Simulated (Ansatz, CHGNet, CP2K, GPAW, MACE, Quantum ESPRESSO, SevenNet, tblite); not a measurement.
# CP2K on the unslipped end of a generalised stacking fault on (111) (glide set) of a Ge-Si solid solution (72 atoms): settings against a plane-wave reference, part 2 of 2

Aim: run the unslipped end of a generalised stacking fault on (111) (glide set) of a Ge-Si solid solution (72 atoms) in CP2K and see how near its forces come to a plane-wave reference, and at what cost.

Program: CP2K 2026.2; the method stands at each step. Banners and routine set-up lines are dropped from the logs; longer cuts are marked.

So far. Step 2 (PBE, DZVP-UZH, 350/50 Ry, diagonalisation): Forces lie 3.7 % from the reference's, at 1.9 times its CPU time (on 2 against 4 cores). Step 3 (PBE, TZVP-MOLOPT (SR for Ge), 350/50 Ry …): Against the first run (3.7 %), the force difference from the reference is 3.9 %, at 1.0 times the CPU time (on 4 against 2 cores), with 1224 basis functions against 936: size alone doesn't set the difference here.

### 4. PBE, DZVP-UZH, 350/20 Ry, diagonalisation

Method: Kohn-Sham DFT, PBE, GTH-PBE pseudopotentials, Gaussian and plane waves, DZVP-MOLOPT (UZH set), diagonalisation.

Input file input.inp:

```
&GLOBAL
  PROJECT cell
  RUN_TYPE ENERGY_FORCE
  PRINT_LEVEL LOW
&END GLOBAL
&FORCE_EVAL
  METHOD QS
  STRESS_TENSOR ANALYTICAL
  &DFT
    BASIS_SET_FILE_NAME BASIS_MOLOPT_UZH
    POTENTIAL_FILE_NAME POTENTIAL_UZH
    &MGRID
      CUTOFF 350
      REL_CUTOFF 20
    &END MGRID
    &QS
      EPS_DEFAULT 1.0E-12
    &END QS
    &SCF
      SCF_GUESS ATOMIC
      EPS_SCF 1.0E-06
      MAX_SCF 200
      ADDED_MOS 32
      &DIAGONALIZATION
        ALGORITHM STANDARD
      &END DIAGONALIZATION
      &SMEAR ON
        METHOD FERMI_DIRAC
        ELECTRONIC_TEMPERATURE [K] 580
      &END SMEAR
      &MIXING
        METHOD BROYDEN_MIXING
        ALPHA 0.15
        NBROYDEN 8
      &END MIXING
      &PRINT
        &RESTART OFF
        &END RESTART
      &END PRINT
    &END SCF
    &XC
      &XC_FUNCTIONAL PBE
      &END XC_FUNCTIONAL
    &END XC
    &PRINT
      &MULLIKEN ON
      &END MULLIKEN
      &HIRSHFELD ON
        SHAPE_FUNCTION DENSITY
      &END HIRSHFELD
      &MO ON
        EIGENVALUES T
        OCCUPATION_NUMBERS T
        MO_INDEX_RANGE 133 156
        &EACH
          QS_SCF 0
        &END EACH
        ADD_LAST NUMERIC
      &END MO
    &END PRINT
  &END DFT
  &SUBSYS
    &CELL
      A 6.84865 0.00000 0.00000
      B 0.00000 11.86221 0.00000
      C 0.00000 0.00000 19.57091
    &END CELL
    &TOPOLOGY
      COORD_FILE_NAME structure.xyz
      COORD_FILE_FORMAT XYZ
    &END TOPOLOGY
    &KIND Ge
      BASIS_SET DZVP-MOLOPT-PBE-GTH-q4
      POTENTIAL GTH-PBE-q4
    &END KIND
    &KIND Si
      BASIS_SET DZVP-MOLOPT-PBE-GTH-q4
      POTENTIAL GTH-PBE-q4
    &END KIND
  &END SUBSYS
  &PRINT
    &FORCES ON
    &END FORCES
    &STRESS_TENSOR ON
    &END STRESS_TENSOR
  &END PRINT
&END FORCE_EVAL
```

Input file structure.xyz:

```xyz
72

[... 72 atom lines left out: the same atoms as in the first run ...]
```

Command:

```
> OMP_NUM_THREADS=2 cp2k.psmp -i input.inp > output.txt
```

What it wrote:

```text
CP2K| version string:                                       CP2K version 2026.2
 CP2K| Input file name                                                 input.inp
 GLOBAL| Basis set file name                                    BASIS_MOLOPT_UZH
 GLOBAL| Potential file name                                       POTENTIAL_UZH
[... lines left out ...]
 Number of electrons:                                                        288
[... lines left out ...]
  Step     Update method      Time    Convergence         Total energy    Change
[... lines left out ...]
  *** SCF run converged in    17 steps ***
[... lines left out ...]
  Fermi energy:                                                 0.184845
  Total energy:                                              -282.621087
  Total energy (extrapolated to T->0):                       -282.619669
[... lines left out ...]
 MO| E(Fermi):            0.184845 a.u.          5.029882 eV
[... lines left out ...]
 ENERGY| Total FORCE_EVAL ( QS ) energy [hartree]           -282.621070
[... lines left out ...]
 FORCES|      1 -6.57090300E-04 -1.02240009E-02 -2.59362648E-02   2.78864088E-02
 FORCES|      2  7.70237706E-03 -2.58042959E-02 -2.79756409E-03   2.70742435E-02
 FORCES|      3 -1.25469148E-02  1.13836903E-02  1.35378182E-03   1.69954759E-02
[...]
FORCES|     71  6.91953115E-03  1.04184903E-02  8.35294109E-03   1.50398297E-02
 FORCES|     72  1.00076537E-02  2.63639635E-03  2.76909427E-02   2.95616648E-02
 FORCES| Sum    -3.67256223E-04  5.09570144E-03 -1.72317005E-04
 FORCES| Total atomic force                                       5.11182389E-03
 STRESS| Analytical stress tensor [bar]
 STRESS|                        x                   y                   z
 STRESS|      x       -3.44524240937E+04  -1.32371731552E+03  -7.82626279786E+03
 STRESS|      y       -1.32371731552E+03   8.94286578988E+04   5.30799497496E+02
 STRESS|      z       -7.82626279786E+03   5.30799497496E+02   1.61237455140E+04
 STRESS| 1/3 Trace                                             2.36999931064E+04
```

The job ended after 82 s (2 threads of Arm Neoverse V1, shared host; peak memory 1.9 GiB; 2.5 min of CPU time).

Against the reference:

```yaml
r_m_s_force_component: 0.6248 eV/Å
r_m_s_difference_of_force_components: 32.11 meV/Å
longest_difference_of_force_vectors: 128.2 meV/Å
force_difference_over_r_m_s_force: 5.234 %
slope_of_forces_against_the_reference_s: 1.017
correlation_of_force_components: 0.9988
pressure: 2.37 GPa
pressure_difference: 0.4803 GPa
energy_less_the_same_level_run_s: -2.34 meV/atom
r_m_s_force_difference_from_the_same_level_run: 22.43 meV/Å
```

This is a coarse setting, run to see what it loses.

Against the first run (3.7 %), the force difference from the reference is 5.2 %, at 0.71 times the CPU time: the grid matters here.

### 5. The ladder

Differences are against the plane-wave reference, forces as r.m.s. over components; share is that over the reference's r.m.s. force, slope the least-squares factor from reference forces to these. Total energies of different programs have different zeros and aren't compared.

```
                                                          run  Δ force, r.m.s. (meV/Å)  share (%)  slope  Δ pressure (GPa)  cores  CPU time  memory (GiB)
                                                    reference                        -          -      -                 -      4   1.9 min           2.3
               CP2K PBE, DZVP-UZH, 350/50 Ry, diagonalisation                     23.0       3.74  1.020             0.380      2   3.5 min           1.9
CP2K PBE, TZVP-MOLOPT (SR for Ge), 350/50 Ry, diagonalisation                     23.8       3.89  1.020             0.186      4   3.6 min           3.5
      CP2K PBE, DZVP-UZH, 350/20 Ry, diagonalisation (coarse)                     32.1       5.23  1.017             0.480      2   2.5 min           1.9
```

Rows marked coarse use a setting chosen to be so.

CPU time is summed over cores on a shared host, where runs went side by side, so it is rough. Symmetry, cutoffs, thresholds, outputs and thread counts weren't matched or tuned between programs; memory under MPI is the largest rank's times the ranks.

Mean charges by element (e), by run and scheme:

```
                                                          run     scheme     Ge     Si
                                                    reference     Löwdin  +0.01  +0.07
               CP2K PBE, DZVP-UZH, 350/50 Ry, diagonalisation   Mulliken  -0.05  +0.12
               CP2K PBE, DZVP-UZH, 350/50 Ry, diagonalisation  Hirshfeld   0.00   0.00
CP2K PBE, TZVP-MOLOPT (SR for Ge), 350/50 Ry, diagonalisation   Mulliken  -0.07  +0.16
CP2K PBE, TZVP-MOLOPT (SR for Ge), 350/50 Ry, diagonalisation  Hirshfeld   0.00   0.00
```

The reference's Löwdin charges lack the electrons that the projection spills, 0.025 e an atom on average.

Within one program, basis, potentials and functional, energies share a zero. Each run against its twin at the usual cutoff or grid and solver:

```
                                           run                                  twin  Δ energy (meV/atom)  Δ force, r.m.s. (meV/Å)  CPU time over the twin's
CP2K PBE, DZVP-UZH, 350/20 Ry, diagonalisation  DZVP-UZH, 350/50 Ry, diagonalisation                -2.34                     22.4                      0.71
```

A second geometry, displaced anew (diamond-structure Ge (a = 5.5919 Å), cell with z along [111], 1 x 3 x 2 periods; the third cell vector is tilted by 0.000 of 1/2[11-2] and lengthened by 0.2 Å, so the stacking has no slip (glide set); displaced by a Gaussian of 0.01 Å; 21 of 72 Ge sites given to Si at random (lattice constant by Vegard's rule between Ge and Si) Then every atom was moved at random, 0.06 Å r.m.s. a Cartesian component), gives an energy difference that all programs can be tested on. The reference puts it at 34.62 meV/atom.

```
                                                          run  energy less the first geometry's (meV/atom)  error (meV/atom)  force share at the second geometry (%)
               CP2K PBE, DZVP-UZH, 350/50 Ry, diagonalisation                                        34.85             0.231                                    2.89
CP2K PBE, TZVP-MOLOPT (SR for Ge), 350/50 Ry, diagonalisation                                        34.30            -0.323                                    2.86
               CP2K PBE, DZVP-UZH, 350/20 Ry, diagonalisation                                        34.75             0.132                                    3.95
```

### 6. Outcome

| Property | Result |
| --- | --- |
| nearest in forces | CP2K PBE, DZVP-UZH, 350/50 Ry, diagonalisation, 3.7 % |
| its CPU time | 3.5 min |

The PBE runs in local orbitals, coarse settings apart, differ by 3.7 % (CP2K PBE, DZVP-UZH, 350/50 Ry, diagonalisation) to 3.9 % (CP2K PBE, TZVP-MOLOPT (SR for Ge), 350/50 Ry, diagonalisation); basis, grid and potentials can all enter. Runs with settings chosen to be coarse differ by 5.2 % (CP2K PBE, DZVP-UZH, 350/20 Ry, diagonalisation), their programs' other errors included. None of the electronic-structure runs in the table takes under half the reference's CPU time of 1.9 min; they take 1.3 to 1.9 times as much. Charges hang on scheme and program or settings: among these rows the mean for Si runs from -0.00 to +0.16 e. The energy difference between the two geometries, 34.6 meV/atom in the reference, is met best by CP2K PBE, DZVP-UZH, 350/20 Ry, diagonalisation (coarse) (+0.132) and worst by CP2K PBE, TZVP-MOLOPT (SR for Ge), 350/50 Ry, diagonalisation (-0.323). The potentials hold different valence shells: 798 electrons in the reference, 288 in CP2K with TZVP-MOLOPT; this bears on time and differences. The reference's stress is far from hydrostatic: its diagonal is -3.8, 8.3, 1.2 GPa, compression counted positive. The host structure and its lattice constant were typed by rule, without a check against the phase diagram. The reference's pressure of 1.9 GPa belongs to unrelaxed atoms and would change as they relax. The electronic-structure runs sample only Γ, in a cell whose shortest periodic width is 7 Å.

[Long decimals in the printed logs are rounded to 6 places.]

[Also dropped from logs without a mark: lines with file paths, logging warnings of Python, QE's lines on negative density and diagonalisation, SIESTA's first energy breakdown, zero terms and Voronoi charges.]

[Logs are printed without paths, hosts, clocks, repeated set-up lines and the standing remarks that a program may print on its own settings, such as how far it seeks lower states.]

[Hosts, paths, dates, database ids (printed as entryN), source tags and the programs' standing remarks are cut or masked in the printed files.]

[Most failed runs of this program on this cell are left out, timed-out ones always.]
